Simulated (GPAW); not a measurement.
# Ballistic transport through BN in line between two Si chains, cheap and dear, part 2 of 2

How well does BN in line between two Si chains conduct at low bias, and how far do basis and functional move the answer?

GPAW 26.7.0; GPAW LCAO, PAW setups; Landauer transmission from Green's functions with principal layers (ASE), zero bias.

So far, transmission at the Fermi level (one spin): step 2 (GPAW, dzp, PBE, GPAW) 1.47; step 3 (basis szp(dzp), PBE, GPAW) 1.49; step 4 (basis sz(dzp), PBE, GPAW) 1.60; step 5 (LDA) 1.50.

### Step 8. K-points along the lead 4

The lead's own mesh along the current sets its density and potential; where the lead is aligned to the junction's end layer, a rigid shift drops out.

This step: GPAW LCAO, PAW setups; Landauer transmission from Green's functions with principal layers (ASE), zero bias (GPAW 26.7.0).

run.py

```python
import json
import numpy as np
from ase import Atoms
from ase.transport.calculators import TransportCalculator
from gpaw import GPAW, FermiDirac
from gpaw.lcao.tools import get_lcao_hamiltonian
from scipy.linalg import eigh

# The junction with lead layers at both ends, along the third cell vector
device = Atoms(
    ['Si', 'Si', 'Si', 'Si', 'Si', 'B', 'N', 'Si', 'Si', 'Si', 'Si', 'Si'],
    positions=[
        [4.50000, 4.50000, 1.10000],
        [4.50000, 4.50000, 3.30000],
        [4.50000, 4.50000, 5.50000],
        [4.50000, 4.50000, 7.70000],
        [4.50000, 4.50000, 9.90000],
        [4.50000, 4.50000, 11.76240],
        [4.50000, 4.50000, 13.04240],
        [4.50000, 4.50000, 14.69980],
        [4.50000, 4.50000, 16.89980],
        [4.50000, 4.50000, 19.09980],
        [4.50000, 4.50000, 21.29980],
        [4.50000, 4.50000, 23.49980]],
    cell=[[9.0, 0.0, 0.0], [0.0, 9.0, 0.0], [0.0, 0.0, 24.5998]],
    pbc=True)

# One principal layer of the lead: the first 3 atoms of the device
lead = Atoms(
    ['Si', 'Si', 'Si'],
    positions=[
        [4.50000, 4.50000, 1.10000],
        [4.50000, 4.50000, 3.30000],
        [4.50000, 4.50000, 5.50000]],
    cell=[[9.0, 0.0, 0.0], [0.0, 9.0, 0.0], [0.0, 0.0, 6.6]],
    pbc=True)

settings = dict(mode='lcao', basis='dzp', xc='PBE', h=0.18,
                occupations=FermiDirac(0.1), maxiter=250,
                mixer=dict(beta=0.1, nmaxold=8, weight=100.0),
                convergence=dict(density=0.0001))
energies = np.arange(-3, 3 + 1e-9, 0.075)
eta = 0.0001
n1, n2 = 1, 1
# k and -k transmit alike, so half of the mesh across the current serves
mesh = [(i, j) for i in range(n1) for j in range(n2) if (i, j) <= (-i % n1, -j % n2)]
weights = np.array([1 if (i, j) == (-i % n1, -j % n2) else 2 for i, j in mesh]) / (n1 * n2)

# [... helper functions left out ...]
fermi_lead = ground_state(lead, (1, 1, 4), 'lead.txt')
fermi_device = ground_state(device, (1, 1, 3), 'device.txt')
# [... loop over the mesh left out, but for ...]
        # Shift the lead onto the potential of the device's first layer
        shift = ((H[:, 0, 0] - H0[:, 0, 0]) / S0[0, 0]).real.mean()
# [...]
kT = 8.617333e-5 * 300
bias = [0.1, 0.2, 0.5, 1.0, 1.5, 2.0]
# [... integrals and printing left out ...]
```

Started as:

```bash
$ OMP_NUM_THREADS=1 OPENBLAS_NUM_THREADS=1 python run.py
```

The program printed:

```text
basis functions: device 156, principal layer 39
Fermi level: lead -3.6993 eV, device -3.8506 eV; lead shifted by 0.2721 eV
largest coupling past the next layer 5.07e-05 eV, largest misfit of the first layer 0.087 eV
  E-E_F (eV)   T (one spin)  [channel counts left out]
    -3.000    1.9330e-12
    -2.925    1.4265e-12
    -2.850    1.1187e-12
    -2.775    9.2267e-13
    -2.700    7.9341e-13
    -2.625    7.0647e-13
    -2.550    6.4787e-13
    -2.475    6.0941e-13
    -2.400    5.8633e-13
    -2.325    5.7603e-13
    -2.250    5.7742e-13
    -2.175    5.9072e-13
    -2.100    6.1744e-13
    -2.025    6.6067e-13
    -1.950    7.2582e-13
    -1.875    8.2194e-13
[...]
2.475    1.4721e+00
     2.550    1.4760e+00
     2.625    1.4797e+00
     2.700    1.4830e+00
     2.775    1.4861e+00
     2.850    1.4886e+00
     2.925    1.4907e+00
     3.000    1.4921e+00
conductance at 300 K: 1.4781 G0 a cell; thermopower -0.05836 uV/K
current from the zero-bias T(E) at 0.1 V: 11.448 uA
current from the zero-bias T(E) at 0.2 V: 22.869 uA
current from the zero-bias T(E) at 0.5 V: 56.708 uA
current from the zero-bias T(E) at 1.0 V: 110.24 uA
current from the zero-bias T(E) at 1.5 V: 158.43 uA
current from the zero-bias T(E) at 2.0 V: 201.06 uA
```

Elapsed: 80 s, on 1 thread of Arm Neoverse N1, shared host; peak memory 1.2 GiB.

The run finished with changed settings (lead_nz = 4); it serves as a test.

The two runs compared:

| quantity | this run | sound run | difference |
| --- | --- | --- | --- |
| conductance (G₀) | 1.4781 | 1.4718 | 0.00627 |
| largest coupling past the next principal layer (eV) | 5.068e-5 | 5.051e-5 | 1.7e-7 |
| largest misfit of the first principal layer (eV) | 0.087027 | 0.078531 | 0.00850 |
| shift that aligns the lead (eV) | 0.27207 | -0.017574 | 0.290 |
| transmission at the Fermi level (one spin) | 1.4803 | 1.4736 | 0.00668 |

The two runs differ clearly in the shift that aligns the lead: 0.272 eV against -0.0176 eV.

### Step 9. A second varied run

A last run, with other settings again.

Changes to run.py since step 8:

```diff
@@ -34,3 +34,3 @@
         [4.50000, 4.50000, 5.50000]],
-    cell=[[9.0, 0.0, 0.0], [0.0, 9.0, 0.0], [0.0, 0.0, 6.6]],
+    cell=[[9.0, 0.0, 0.0], [0.0, 9.0, 0.0], [0.0, 0.0, 5.94]],
     pbc=True)
@@ -38,3 +38,3 @@
 settings = dict(mode='lcao', basis='dzp', xc='PBE', h=0.18,
-                occupations=FermiDirac(0.1), maxiter=250,
+                occupations=FermiDirac(0.1), maxiter=50,
                 mixer=dict(beta=0.1, nmaxold=8, weight=100.0),
@@ -49,3 +49,3 @@
 # [... helper functions left out ...]
-fermi_lead = ground_state(lead, (1, 1, 4), 'lead.txt')
+fermi_lead = ground_state(lead, (1, 1, 17), 'lead.txt')
 fermi_device = ground_state(device, (1, 1, 3), 'device.txt')
```

The program printed:

```text
basis functions: device 156, principal layer 39
Fermi level: lead -3.6309 eV, device -3.8506 eV; lead shifted by 1.3754 eV
largest coupling past the next layer 4.97e-03 eV, largest misfit of the first layer 1.597 eV
  E-E_F (eV)   T (one spin)  [channel counts left out]
    -3.000    1.5880e-04
    -2.925    1.4320e-04
    -2.850    1.2813e-04
    -2.775    1.1338e-04
    -2.700    9.8789e-05
    -2.625    8.4201e-05
    -2.550    6.9481e-05
    -2.475    5.4501e-05
    -2.400    3.9135e-05
    -2.325    2.3262e-05
    -2.250    6.7690e-06
    -2.175    1.4127e-08
    -2.100    1.9423e-08
    -2.025    2.6871e-08
    -1.950    3.7949e-08
    -1.875    5.5169e-08
[...]
2.475    1.2476e-01
     2.550    1.2657e-01
     2.625    1.2661e-01
     2.700    1.2506e-01
     2.775    1.2214e-01
     2.850    1.1808e-01
     2.925    1.1309e-01
     3.000    1.0741e-01
conductance at 300 K: 9.3455e-07 G0 a cell; thermopower -75.71 uV/K
current from the zero-bias T(E) at 0.1 V: 7.432e-06 uA
current from the zero-bias T(E) at 0.2 V: 1.5886e-05 uA
current from the zero-bias T(E) at 0.5 V: 0.00037499 uA
current from the zero-bias T(E) at 1.0 V: 0.035804 uA
current from the zero-bias T(E) at 1.5 V: 2.8029 uA
current from the zero-bias T(E) at 2.0 V: 36.701 uA
```

The job ended after 85 s (1 thread; peak memory 1.2 GiB).

The run finished. A setting was moved off its sound value on purpose, so it serves as a test and not as the result.

The fault put into the input: a lead period that doesn't match its atoms (period = 5.94).

The two runs compared:

| quantity | this run | sound run | difference |
| --- | --- | --- | --- |
| conductance (G₀) | 9.346e-7 | 1.4718 | -1.47 |
| largest coupling past the next principal layer (eV) | 0.0049737 | 5.051e-5 | 0.00492 |
| largest misfit of the first principal layer (eV) | 1.5966 | 0.078531 | 1.52 |
| shift that aligns the lead (eV) | 1.3754 | -0.017574 | 1.39 |
| transmission at the Fermi level (one spin) | 8.466e-7 | 1.4736 | -1.47 |

The two runs differ clearly in the transmission at the Fermi level (one spin): 8.5e-7 against 1.47.

### Step 10. Outcome

```yaml
conductance: 1.47 G₀
transmission_at_the_fermi_level_mean_of_the_spins: 1.47
thermopower: about 0 (under 1.5 μV/K)
```

In the dzp basis the junction conducts 1.47 G₀ at 300 K, with T = 1.47 a spin at the Fermi level; the sz basis reaches that conductance within 10 %. At the Fermi level the three most open eigenchannels pass 0.70, 0.70 and 0.073. Measured against the first run (dzp), the nearest curve is that of dzp-LDA (r.m.s. 0.020) and the farthest that of sz (0.091). Over the compared runs wall time goes from 46 s (sz) to 86 s (dzp), on a shared host. The geometry was built from estimated bond lengths and not relaxed, so the numbers describe this model structure. An evenly spaced straight chain is an idealisation: free chains tend to dimerise, zigzag or, where a band edge lies near the Fermi level, turn magnetic. The currents use the zero-bias T(E) throughout, which holds only while the bias is small against the distance to the nearest feature. The energy step is wider than the thermal energy, so the conductance and thermopower rest on interpolation of T(E).

[Logs are printed without paths, hosts, clocks, repeated set-up lines and the standing remarks that a program may print on its own settings, such as how far it seeks lower states.]

[Hosts, paths, dates, database ids (printed as entryN), source tags and the programs' standing remarks are cut or masked in the printed files.]
